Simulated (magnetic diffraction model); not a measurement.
## HoBiS₃: what an assumed order does to the neutron pattern

Space group R-3 (no. 148), a = 7.0380 Å, c = 17.6980 Å.

```csv
site,atom,x,y,z
6c,Bi,1/3,2/3,0.0251
6c,Ho,0,0,0.1435
18f,S,0.3724,0.2921,0.0843
```

This is a made-up structure (elements placed in a structure type, unrelaxed), so the numbers test the method and describe no known phase.

Only Ho is taken to order (form factors of Ho3+); orders and moment sizes are assumed, and not adapted to the symmetry. Radiation: neutrons of λ = 1.909 Å, 8° to 40°; isotropic B of 0.33 Å² (Bi), 0.28 Å² (Ho) and 0.67 Å² (S). Simulated constant-wavelength pattern: nuclear and magnetic terms add, the magnetic one as |2.695 fm × Σ f S⊥ exp(2πi Q·r) exp(−B s²)|², summed over all Q at one angle with the factor 1/(sin²θ cos θ). For collinear order S is the moment m, which repeats by lattice and centring translations R with the sign exp(−2πi k·R). Free-ion form factors, Sears's scattering lengths of 1992, no absorption; a label names one of the reflections at its angle. The strongest nuclear line in the range is 100, and lines under 0.2 are left out.

Assume the order k = (0 0 3/2), collinear moments along [001], 9.6 μB on Ho; signs + at (0, 0, 0.1435), − at (2/3, 1/3, 0.1898).

Predict the pattern, nuclear and magnetic parts apart.

| 2θ (°) | index | nuclear | magnetic |
| --- | --- | --- | --- |
| 18.29 | (0 1 1/2) | 0.0 | 804.7 |
| 19.07 | (1 0 1) | 0.3 | 0.0 |
| 21.92 | (0 1 2) | 34.6 | 0.0 |
| 23.85 | (1 0 5/2) | 0.0 | 134.2 |
| 28.39 | (0 1 7/2) | 0.0 | 164.1 |
| 30.92 | (1 0 4) | 100.0 | 0.0 |
| 31.48 | (1 1 0) | 96.4 | 0.0 |
| 32.88 | (1 1 3/2) | 0.0 | 25.1 |
| 36.65 | (2 0 1/2) | 0.0 | 184.0 |
| 36.82 | (1 1 3) | 30.3 | 0.0 |
| 37.06 | (0 2 1) | 4.2 | 0.0 |
| 37.76 | (0 0 6) | 0.4 | 0.0 |
| 38.69 | (2 0 2) | 0.3 | 0.0 |
| 39.20 | (1 0 11/2) | 0.0 | 2.6 |
| 39.88 | (0 2 5/2) | 0.0 | 63.6 |

The strongest magnetic line in the range is (0 1 1/2) at 18.29° (804.7). On top of the Lorentz factor, which all lines share, magnetic lines fade with angle because f falls: for Ho3+ it is 0.96, 0.85, 0.71 and 0.44 at sin θ/λ = 0.1, 0.2, 0.3 and 0.5 Å⁻¹, while nuclear lengths stay constant. The order has no net moment.

[Logs are printed without paths, hosts, clocks, repeated set-up lines and the standing remarks that a program may print on its own settings, such as how far it seeks lower states.]
